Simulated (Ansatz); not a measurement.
**FeCo2: relaxing a made-up structure**

Starting from a made-up structure for FeCo2, the aim is the relaxed cell, its shortest contacts and, where a second run follows, its electronic structure.

Method: DFT, PBEsol, plane-wave PAW, files of the set soft_1, scalar-relativistic, ferromagnetic start, cell and ions relaxed at zero pressure; PAW set soft_1, in the first sound run; inputs show where later runs differ, in Ansatz 0.2.0.

### Step 1. Starting point

The structure is trigonal, space group P-3m1 (No. 164). Conventional cell: a = 2.558 Å, b = 2.558 Å, c = 6.202 Å, α = 90.00°, β = 90.00°, γ = 120.00°. Co has 9 Co at 2.44 to 2.56 Å and 3 Fe at 2.59 Å nearest. Fe has 6 Fe at 2.56 Å and 6 Co at 2.59 Å nearest. Farther neighbours are not listed.

### Step 2. Relaxing cell and atoms

The guessed cell has no reason to be at equilibrium. It is relaxed with the atoms, within the space group of the guess.

The input, input.yaml:

```yaml
crystal:
  lattice:
    - [2.558, 0.0, 0.0]
    - [-1.279, 2.215292983, 0.0]
    - [0.0, 0.0, 6.202]
  atoms:
    - { symbol: Co, position: [0.666666667, 0.333333333, 0.3435], spin: 2.0 }
    - { symbol: Co, position: [0.333333333, 0.666666667, 0.6565], spin: 2.0 }
    - { symbol: Fe, position: [0.0, 0.0, 0.0], spin: 3.0 }
magnetization:
  spin_polarized: true
kpoints:
  mp_grid: { grid: [12, 12, 5] }
scf:
  occupations: { method: fermi_dirac, width: 0.05 }
hamiltonian:
  xc: pbesol
  pseudopotentials: { kind: paw, azcp: { folder: soft_1 }, xc_functional: pbe }
relax:
  f_tol: 0.015
  max_steps: 70
  cell: {}
output:
  forces: true
  stress: true
```

Run with:

```sh
$ ansatz run input.yaml --threads 4 --pin off --max-ram 8192MiB --backend cpu --events-out ev --progress --plain --runs-dir out
```

Numbers of over 12 decimals in the logs are rounded to 6 here.

Log:

```text
Engine: ansatz 0.2.0, aarch64-unknown-linux-gnu
Pseudopotentials: kind: paw
Pseudopotential: Co, paw, valence charge 17, recommended cutoff 420 eV (normal), soft_1/Co.paw.azcp
Pseudopotential: Fe, paw, valence charge 16, recommended cutoff 420 eV (normal), soft_1/Fe.paw.azcp
Functional definition: PBEsol
  exchange = pbesol_x
  correlation = pbesol_c
Crystal: 3 atoms, lattice volume = 35.145 Å³
Basis set: ecut = 420 eV, 711 PW (Γ), exchange–correlation on 36×36×90 points (8 copies of the dense FFT grid, shifted against one another)
Bands: 35, of which v1, the nominal top of the filled ones, is band 25 counted from 1 (24 counted from 0)
Symmetry: 12 space group operations
Space group: P-3m1 (ITA 164), of the structure as read, at distance tolerance 3.3e-5 Å
Magnetic group: BNS 164.85 (UNI 1315), of the structure as read, at distance tolerance 3.3e-5 Å
k-points: 81 of 720
Non-local potential: Co, projectors of the file, l = 0: 3, l = 1: 2, l = 2: 3, l = 3: 1
Non-local potential: Fe, projectors of the file, l = 0: 3, l = 1: 2, l = 2: 3, l = 3: 1
PAW form: soft (Blöchl's): semilocal exchange-correlation on the pseudo side does not see the compensation charge
PAW frozen core: Co, regenerated for the run's functional, and the local potential with it (the file was generated under x = pbe(κ = 0.804, μ = 0.219515), c = pbe(β = 0.066725))
PAW frozen core: Fe, regenerated for the run's functional, and the local potential with it (the file was generated under x = pbe(κ = 0.804, μ = 0.219515), c = pbe(β = 0.066725))
PAW one-centre angular grid: Co, 590 points (default); XC on 64 Gauss nodes
PAW one-centre angular grid: Fe, 590 points (default); XC on 64 Gauss nodes
Initial density: superposition of atomic densities (chi_scale 0.1, normalization cell)
Starting moments: Σ|m| = 7 μB on 3 of 3 sites
Initial wavefunctions: pseudopotential atomic-orbital guess
Functional: x = pbesol(κ = 0.804, μ = 0.123457), c = pbesol(β = 0.046)
SCF iter   1: F=—  HF=-14634.107584 eV  |F-HF|=—  |Δ(HF+E_count)|=         —  Δρ=7.46e-2 (↑4.03e-2 ↓7.46e-2)  dr2=3.03e0  dr2_m=1.66e-1  M=6.391 μB ∫|m|=6.569 μB  β_m=0.30  ethr=3.10e-3  ⟨swp⟩=5.7  Hψ=19538  notcnv=0  defer=21
Mixer restart at iter 1: flushing history
preconditioner: auto → Kerker (q_TF=auto, 2.893 Å⁻¹)  [metal: Δε(μ)=0.003 eV  Ē_g=9.021 eV  σ=0.050 eV  W_gap=0.01  n_scr=10 (ndim 8)  ℏωp=31.9 eV  f_vac=0.000  D(μ)=2.43/eV (n_scr^D=36)]
spin=Collinear: Kerker preconditioning applied to the charge; magnetization (m = ρ↑ − ρ↓) channel mixes plain (no charge-response kernel on spin).
SCF iter   2: F=—  HF=-14632.889865 eV  |F-HF|=—  |Δ(HF+E_count)|=    1.22e0  Δρ=2.85e-2 (↑2.01e-2 ↓2.85e-2)  dr2=2.68e-1  dr2_m=1.16e-1  M=6.383 μB ∫|m|=6.610 μB  β_m=0.34  ethr=3.10e-3  ⟨swp⟩=2.9  Hψ=10142  notcnv=0  defer=444
SCF iter   3: F=—  HF=-14633.499813 eV  |F-HF|=—  |Δ(HF+E_count)|=         —  Δρ=1.73e-2 (↑1.73e-2 ↓1.36e-2)  dr2=1.00e-1  dr2_m=3.17e-2  M=6.251 μB ∫|m|=6.521 μB  β_m=0.34  ethr=5.36e-4  ⟨swp⟩=2.1  Hψ=6998  notcnv=0  defer=445
Mixer restart at iter 3: flushing history
SCF iter   4: F=—  HF=-14633.929112 eV  |F-HF|=—  |Δ(HF+E_count)|=   4.29e-1  Δρ=1.29e-2 (↑1.29e-2 ↓1.16e-2)  dr2=8.77e-2  dr2_m=1.39e-2  M=6.186 μB ∫|m|=6.488 μB  β_m=0.67  ethr=2.01e-4  ⟨swp⟩=3.1  Hψ=9211  notcnv=0  defer=450
SCF iter   5: F=—  HF=-14634.476474 eV  |F-HF|=—  |Δ(HF+E_count)|=   5.47e-1  Δρ=7.79e-3 (↑3.89e-3 ↓7.79e-3)  dr2=4.01e-2  dr2_m=3.07e-3  M=6.052 μB ∫|m|=6.413 μB  β_m=0.83  ethr=1.75e-4  ⟨swp⟩=3.1  Hψ=10534  notcnv=0  defer=451
SCF iter   6: F=—  HF=-14634.510250 eV  |F-HF|=—  |Δ(HF+E_count)|=   3.38e-2  Δρ=5.12e-3 (↑3.75e-3 ↓5.12e-3)  dr2=1.96e-2  dr2_m=3.74e-4  M=6.023 μB ∫|m|=6.397 μB  β_m=0.84  ethr=8.01e-5  ⟨swp⟩=2.0  Hψ=7503  notcnv=0  defer=422
SCF iter   7: F=—  HF=-14634.513928 eV  |F-HF|=—  |Δ(HF+E_count)|=   3.68e-3  Δρ=3.06e-3 (↑2.38e-3 ↓3.06e-3)  dr2=5.32e-3  dr2_m=5.12e-4  M=6.005 μB ∫|m|=6.384 μB  β_m=0.81  ethr=3.92e-5  ⟨swp⟩=2.3  Hψ=9558  notcnv=0  defer=424
SCF iter   8: F=—  HF=-14634.512892 eV  |F-HF|=—  |Δ(HF+E_count)|=   1.04e-3  Δρ=1.18e-3 (↑1.18e-3 ↓4.13e-4)  dr2=2.60e-4  dr2_m=1.08e-4  M=6.002 μB ∫|m|=6.384 μB  β_m=0.75  ethr=1.06e-5  ⟨swp⟩=2.1  Hψ=8758  notcnv=0  defer=418
SCF iter   9: F=—  HF=-14634.512701 eV  |F-HF|=—  |Δ(HF+E_count)|=   1.91e-4  Δρ=4.72e-4 (↑3.69e-4 ↓4.72e-4)  dr2=3.73e-4  dr2_m=2.29e-6  M=6.004 μB ∫|m|=6.386 μB  β_m=0.66  ethr=5.21e-7  ⟨swp⟩=2.0  Hψ=10126  notcnv=0  defer=418
SCF iter  10: F=—  HF=-14634.512638 eV  |F-HF|=—  |Δ(HF+E_count)|=   6.33e-5  Δρ=1.69e-4 (↑1.69e-4 ↓1.43e-4)  dr2=6.06e-6  dr2_m=5.39e-6  M=6.003 μB ∫|m|=6.385 μB  β_m=0.83  ethr=5.21e-7  ⟨swp⟩=1.4  Hψ=6104  notcnv=0  defer=419
SCF iter  11: F=—  HF=-14638.561459 eV  |F-HF|=—  |Δ(HF+E_count)|=         —  Δρ=3.56e-1 (↑3.56e-1 ↓3.47e-1)  dr2=4.58e-2  dr2_m=3.99e1  M=0.049 μB ∫|m|=4.651 μB  β_m=1.00  ethr=1.21e-8  ⟨swp⟩=2.0  Hψ=7806  notcnv=0  defer=419
Mixer restart at iter 11: flushing history
SCF iter  12: F=—  HF=-14634.240559 eV  |F-HF|=—  |Δ(HF+E_count)|=    4.32e0  Δρ=5.30e-2 (↑2.22e-2 ↓5.30e-2)  dr2=2.43e-1  dr2_m=4.52e-1  M=-0.260 μB ∫|m|=5.180 μB  β_m=0.83  ethr=1.00e-4  ⟨swp⟩=3.5  Hψ=13488  notcnv=0  defer=419
SCF iter  13: F=—  HF=-14634.277986 eV  |F-HF|=—  |Δ(HF+E_count)|=   3.74e-2  Δρ=3.93e-2 (↑3.93e-2 ↓1.18e-2)  dr2=4.22e-1  dr2_m=1.04e-1  M=-0.512 μB ∫|m|=5.231 μB  β_m=0.84  ethr=1.00e-4  ⟨swp⟩=3.2  Hψ=13737  notcnv=0  defer=339
SCF iter  14: F=—  HF=-14634.267567 eV  |F-HF|=—  |Δ(HF+E_count)|=   1.04e-2  Δρ=2.91e-2 (↑1.01e-2 ↓2.91e-2)  dr2=3.15e-1  dr2_m=3.13e-2  M=-0.524 μB ∫|m|=5.369 μB  β_m=0.75  ethr=1.00e-4  ⟨swp⟩=3.3  Hψ=13657  notcnv=0  defer=339
SCF iter  15: F=—  HF=-14634.175017 eV  |F-HF|=—  |Δ(HF+E_count)|=   9.26e-2  Δρ=6.99e-3 (↑6.99e-3 ↓5.46e-3)  dr2=3.16e-2  dr2_m=5.62e-3  M=-0.632 μB ∫|m|=5.432 μB  β_m=0.62  ethr=1.00e-4  ⟨swp⟩=3.0  Hψ=13064  notcnv=0  defer=336
SCF iter  16: F=—  HF=-14634.169620 eV  |F-HF|=—  |Δ(HF+E_count)|=         —  Δρ=2.37e-3 (↑2.30e-3 ↓2.37e-3)  dr2=9.50e-3  dr2_m=5.10e-4  M=-0.664 μB ∫|m|=5.409 μB  ethr=6.31e-5  ⟨swp⟩=2.3  Hψ=8619  notcnv=0  defer=336
Mixer restart at iter 16: flushing history
SCF iter  17: F=—  HF=-14634.512639 eV  |F-HF|=—  |Δ(HF+E_count)|=         —  Δρ=1.43e-4 (↑4.28e-5 ↓1.43e-4)  dr2=1.10e-5  dr2_m=1.34e-6  M=6.003 μB ∫|m|=6.385 μB  β_m=0.62  ethr=1.21e-8  ⟨swp⟩=4.8  Hψ=12842  notcnv=0  defer=207
[...]
SCF iter   6: F=—  HF=-14634.701104 eV  |F-HF|=—  |Δ(HF+E_count)|=   1.24e-4  Δρ=3.95e-4 (↑3.95e-4 ↓3.10e-4)  dr2=6.26e-5  dr2_m=1.65e-5  M=5.440 μB ∫|m|=5.750 μB  β_m=0.48  ethr=1.78e-6  ⟨swp⟩=1.0  Hψ=5910  notcnv=0  defer=305
SCF iter   7: F=—  HF=-14634.701034 eV  |F-HF|=—  |Δ(HF+E_count)|=   6.96e-5  Δρ=1.66e-4 (↑1.66e-4 ↓6.55e-5)  dr2=1.41e-5  dr2_m=1.96e-6  M=5.439 μB ∫|m|=5.748 μB  β_m=0.58  ethr=1.25e-7  ⟨swp⟩=2.0  Hψ=8012  notcnv=0  defer=302
SCF iter   8: F=—  HF=-14634.701037 eV  |F-HF|=—  |Δ(HF+E_count)|=   3.11e-6  Δρ=7.40e-5 (↑7.40e-5 ↓5.31e-5)  dr2=9.63e-7  dr2_m=8.49e-7  M=5.439 μB ∫|m|=5.749 μB  β_m=0.79  ethr=2.81e-8  ⟨swp⟩=1.3  Hψ=5812  notcnv=0  defer=303
SCF iter   9: F=—  HF=-14634.701038 eV  |F-HF|=—  |Δ(HF+E_count)|=   4.55e-7  Δρ=8.95e-6 (↑8.95e-6 ↓7.53e-6)  dr2=8.51e-8  dr2_m=1.88e-9  M=5.439 μB ∫|m|=5.749 μB  β_m=0.74  ethr=1.93e-9  ⟨swp⟩=2.2  Hψ=8760  notcnv=0  defer=304
SCF iter  10: F=—  HF=-14634.701038 eV  |F-HF|=—  |Δ(HF+E_count)|=   1.73e-8  Δρ=1.68e-5 (↑1.08e-5 ↓1.68e-5)  dr2=3.65e-7  dr2_m=7.64e-9  M=5.439 μB ∫|m|=5.749 μB  β_m=0.81  ethr=1.70e-10  ⟨swp⟩=2.0  Hψ=7739  notcnv=0  defer=304
SCF iter  11: F=-14634.701038 eV  HF=-14634.701038 eV  |F-HF|=5.69e-8  |Δ(HF+E_count)|=   9.67e-9  Δρ=6.72e-6 (↑4.69e-6 ↓6.72e-6)  dr2=5.84e-8  dr2_m=1.30e-9  M=5.439 μB ∫|m|=5.749 μB  ethr=1.70e-10  ⟨swp⟩=2.0  Hψ=14113  notcnv=0
SCF 3 converged in 11 iterations: F = -14634.701038 eV  dr2 = 5.84e-8
relax step   3: F+E_penalty+E_count = -14634.70103787 eV  Δ(F+E_penalty+E_count) = -3.825e-2 eV  max|allowed force component| = 1.496e-2 eV/Å  Δτ_max = 0.0238 Å  P = +1.467 GPa  Ω = 31.686 Å³  energy of the carried Pulay correction = +2.891e-3 eV  (11 SCF iters, dr2 threshold 3.00e-7 eV, accepted)
[...]
relax step   4: F+E_penalty+E_count = -14634.70200057 eV  Δ(F+E_penalty+E_count) = -9.627e-4 eV  max|allowed force component| = 4.701e-4 eV/Å  Δτ_max = 0.0019 Å  P = -0.163 GPa  Ω = 31.939 Å³  energy of the carried Pulay correction = +2.669e-3 eV  (11 SCF iters, dr2 threshold 3.00e-7 eV, accepted)
[...]
relax step   5: F+E_penalty+E_count = -14634.70203690 eV  Δ(F+E_penalty+E_count) = -3.633e-5 eV  max|allowed force component| = 1.266e-3 eV/Å  Δτ_max = 0.0001 Å  P = +0.004 GPa  Ω = 31.913 Å³  energy of the carried Pulay correction = +2.692e-3 eV  (9 SCF iters, dr2 threshold 8.12e-8 eV, accepted)
[...]
relax step   6: F+E_penalty+E_count = -14634.69891290 eV  Δ(F+E_penalty+E_count) = +3.124e-3 eV  max|allowed force component| = 1.592e-3 eV/Å  Δτ_max = 0.0000 Å  P = +0.050 GPa  Ω = 31.913 Å³  stress off target by 5.14e-2 GPa  SCF on the basis re-selected at this cell (its energy is not comparable with the rows above)  (15 SCF iters)
[...]
relax step   7: F+E_penalty+E_count = -14634.69890618 eV  Δ(F+E_penalty+E_count) = +6.717e-6 eV  max|allowed force component| = 9.870e-6 eV/Å  Δτ_max = 0.0001 Å  P = +0.000 GPa  Ω = 31.921 Å³  energy of the carried Pulay correction = -8.012e-6 eV  (7 SCF iters, dr2 threshold 6.60e-9 eV, accepted)
iter 1 solved again at ethr=5.75e-9 eV; its pass at ethr=3.10e-3 eV (dr2=2.87e-6 eV) is discarded
SCF iter   1: F=—  HF=-14634.698913 eV  |F-HF|=—  |Δ(HF+E_count)|=         —  Δρ=1.85e-6 (↑1.85e-6 ↓9.28e-7)  dr2=7.62e-10  dr2_m=3.54e-10  M=5.487 μB ∫|m|=5.802 μB  β_m=0.65  ethr=5.75e-9  ⟨swp⟩=3.8  Hψ=38439  notcnv=0
SCF iter   2: F=—  HF=-14634.698913 eV  |F-HF|=—  |Δ(HF+E_count)|=   2.40e-8  Δρ=1.23e-6 (↑8.14e-7 ↓1.23e-6)  dr2=8.87e-10  dr2_m=6.31e-11  M=5.487 μB ∫|m|=5.802 μB  β_m=0.40  ethr=1.52e-12  ⟨swp⟩=3.0  Hψ=12384  notcnv=0
SCF iter   3: F=—  HF=-14634.698913 eV  |F-HF|=—  |Δ(HF+E_count)|=  2.07e-10  Δρ=6.30e-7 (↑6.30e-7 ↓5.10e-7)  dr2=2.63e-11  dr2_m=8.60e-11  M=5.487 μB ∫|m|=5.802 μB  β_m=0.50  ethr=1.52e-12  ⟨swp⟩=2.1  Hψ=8207  notcnv=0
SCF iter   4: F=—  HF=-14634.698913 eV  |F-HF|=—  |Δ(HF+E_count)|=  1.18e-10  Δρ=3.82e-7 (↑3.82e-7 ↓1.72e-7)  dr2=2.54e-11  dr2_m=2.06e-11  M=5.487 μB ∫|m|=5.802 μB  β_m=0.56  ethr=1.00e-12  ⟨swp⟩=1.0  Hψ=5670  notcnv=0
SCF iter   5: F=—  HF=-14634.698913 eV  |F-HF|=—  |Δ(HF+E_count)|=  3.82e-11  Δρ=2.44e-7 (↑1.23e-7 ↓2.44e-7)  dr2=5.03e-11  dr2_m=3.32e-12  M=5.487 μB ∫|m|=5.802 μB  β_m=0.50  ethr=1.00e-12  ⟨swp⟩=1.0  Hψ=5670  notcnv=0
SCF iter   6: F=—  HF=-14634.698913 eV  |F-HF|=—  |Δ(HF+E_count)|=  3.64e-12  Δρ=1.45e-7 (↑1.13e-7 ↓1.45e-7)  dr2=8.07e-12  dr2_m=2.05e-12  M=5.487 μB ∫|m|=5.802 μB  β_m=0.58  ethr=1.00e-12  ⟨swp⟩=1.0  Hψ=5670  notcnv=0
SCF iter   7: F=-14634.698913 eV  HF=-14634.698913 eV  |F-HF|=1.46e-11  |Δ(HF+E_count)|=  1.09e-11  Δρ=1.69e-7 (↑8.30e-8 ↓1.69e-7)  dr2=1.47e-11  dr2_m=8.23e-13  M=5.487 μB ∫|m|=5.802 μB  ethr=1.00e-12  ⟨swp⟩=3.6  Hψ=21308  notcnv=0
SCF 8 converged in 7 iterations: F = -14634.698913 eV  dr2 = 1.47e-11
relax step   8: F+E_penalty+E_count = -14634.69891274 eV  Δ(F+E_penalty+E_count) = -6.551e-6 eV  max|allowed force component| = 1.007e-5 eV/Å  Δτ_max = 0.0000 Å  P = +0.000 GPa  Ω = 31.921 Å³  stress off target by 1.12e-3 GPa  SCF on the basis re-selected at this cell (its energy is not comparable with the rows above)  (7 SCF iters)
basis re-selected at this cell: Δ(F+E_penalty+E_count) = -6.551e-6 eV, ΔP = -0.000 GPa vs the last step (what re-selecting the basis moved, of the pressure what is left beyond the Pulay correction that the steps carried, after the strain that the cell walked since its last selection, with what the two solves' SCF thresholds leave and, on support functions, any second-order correction that the steps lacked; it is no m [...]
SCF converged after 7 iterations
Magnetization: 5.4872 μB (27.7436 up, 22.2564 down)
Absolute magnetization: 5.8060 μB (∫|ρ↑−ρ↓|, with the PAW one-centre terms)
Spin contamination: 0.0730 ħ² per cell (⟨S²⟩ above its minimum at these occupations)
Per-site moments (μB) at R_I (Å): [(1.693613, 1.005330), (1.693613, 1.005330), (2.230760, 1.016076)]
Free energy (F): -14634.698913 eV
Harris-Foulkes:  -14634.698913 eV  (|F-HF|=1.46e-11)
Internal energy: -14634.673239 eV  (E = F + TS)
E sigma→0 (E₀):  -14634.686076 eV
Entropy (-TS):   -0.025674 eV (-8.558 meV/atom)
Fermi energy:    19.298692 eV
--- Per-component energies (eV) ---
  E_band       = -667.342156
  E_kinetic    = 916.949997
  E_local      = -7302.274842  (includes V_loc(G=0)·N_el)
  E_nonlocal   = 1161.707986
  E_hartree    = 3181.816220
  E_xc         = -294.798486
  E_vxc        = -380.652533  (∫ρ·V_xc dr)
  E_paw        = -4426.077951  (= ΣΔE_a)
  E_vpaw       = -1426.704560  (= ΣTr[D̂ρ^β])
  E_aug_tail   = -0.001020  (compensation charges beyond the density's cutoff)
  E_ewald      = -7872.551183
  E_core_change = 0.556041  (= ΣΔE_core)
  E_smearing   = -0.025674  (= −TS)
  E_closure    = -0.000000  (closes the sum)
  Σ components = -14634.698913   (vs F -14634.698913, Δ=0.00e0)
--- Forces (eV/Å), atoms counted from 1 ---
  atom   1  Co    -0.00000000    -0.00000000    -0.00001007
  atom   2  Co     0.00000000     0.00000000     0.00001007
  atom   3  Fe    -0.00000000     0.00000000     0.00000000
  max |Σ_I F_I| component: 1.73e-18 eV/Å
--- Stress (GPa, compression-positive) ---
       -0.000236       0.000000      -0.000000
        0.000000      -0.000236       0.000000
       -0.000000       0.000000       0.001116
  P = ⅓ Tr σ = 0.0002 GPa (0.002 kbar)
--- Relaxed structure (6 steps of the walk, 6 accepted, 2 SCFs on fresh bases) ---
  F+E_penalty+E_count = -14634.69891274 eV   max|allowed force component| = 1.007e-5 eV/Å   (the final SCF, on the basis selected at the relaxed cell)
  cell:  # Å, volume = 31.9206 Å³
    - [2.463215, 0, -1.634554288611384e-17]
    - [-1.231607, 2.133207, 8.172771443056922e-18]
    - [-3.963059303242609e-17, 0, 6.074851]
  atoms:
    - { symbol: Co, position: [0.666667, 0.333333, 0.337098] }
    - { symbol: Co, position: [0.333333, 0.666667, 0.662902] }
    - { symbol: Fe, position: [0, 0, -1.9812358306195395e-19] }
```

It took 37 s on 4 threads of Arm Neoverse V1, shared host; peak memory 0.52 GiB.

The steps of the relaxation:

```csv
step,energy less that of the first step (eV),largest force component (eV/Å),pressure (GPa),volume (Å³)
1,0.0000,0.3414,-15.39,35.14
2,-0.1501,0.2410,-7.03,33.23
3,-0.1884,0.0150,1.47,31.69
4,-0.1894,0.0005,-0.16,31.94
5,-0.1894,0.0013,0.00,31.91
6*,-0.1863,0.0016,0.05,31.91
7,-0.1863,0.0000,0.00,31.92
8*,-0.1863,0.0000,0.00,31.92
```

Relaxation steps marked * repeat the geometry before them on a plane-wave basis chosen anew for their cell, so energy and pressure can jump there.

Forces are held to the 12 operations that the run works with; a distortion that breaks them can't arise in this run.

```csv
"conventional cell, symmetrised",before,after,change
a (Å),2.558,2.463,-3.7 %
b (Å),2.558,2.463,-3.7 %
c (Å),6.202,6.075,-2.1 %
volume (Å³/atom),11.71,10.64,-9.2 %
```

The atoms that moved most (Å, as changes of fractional coordinates times the final cell):

```csv
atom,dx,dy,dz,length
Co1,0.000,0.000,-0.039,0.039
Co2,0.000,0.000,0.039,0.039
```

The relaxed structure:

```
Co Fe
1.0
     2.46321    0.00000    0.00000
    -1.23161    2.13321    0.00000
     0.00000    0.00000    6.07485
Co Fe
2 1
Direct
  0.66667 0.33333 0.33710
  0.33333 0.66667 0.66290
  0.00000 0.00000 0.00000
```

Numbers from this step:

| Quantity | Value |
| --- | --- |
| free energy | -14634.6989 eV |
| energy at zero smearing | -14634.6861 eV |
| smearing term TS | 0.02567 eV |
| Fermi energy | 19.30 eV |
| magnetization | 5.487 μB |
| absolute magnetization | 5.806 μB |
| site moments | 1.694, 1.694, 2.231 μB |
| electrons | 50 |
| symmetry operations | 12 |
| pressure | 2.15e-4 GPa |

Site moment by atom:

```csv
atom,site moment (μB)
Co1,1.69
Co2,1.69
Fe3,2.23
```

The shortest distance of each pair, which need not be the same contact before and after:

```csv
pair,guess (Å),relaxed (Å)
Co–Co,2.439,2.437
Fe–Fe,2.558,2.463
Co–Fe,2.592,2.493
```

The relaxation ends with a pressure of 0.00 GPa.

[end of part 1 of 2]

[Logs are printed without paths, hosts, clocks, repeated set-up lines and the standing remarks that a program may print on its own settings, such as how far it seeks lower states.]

[Hosts, paths, dates, database ids (printed as entryN), source tags and the programs' standing remarks are cut or masked in the printed files.]
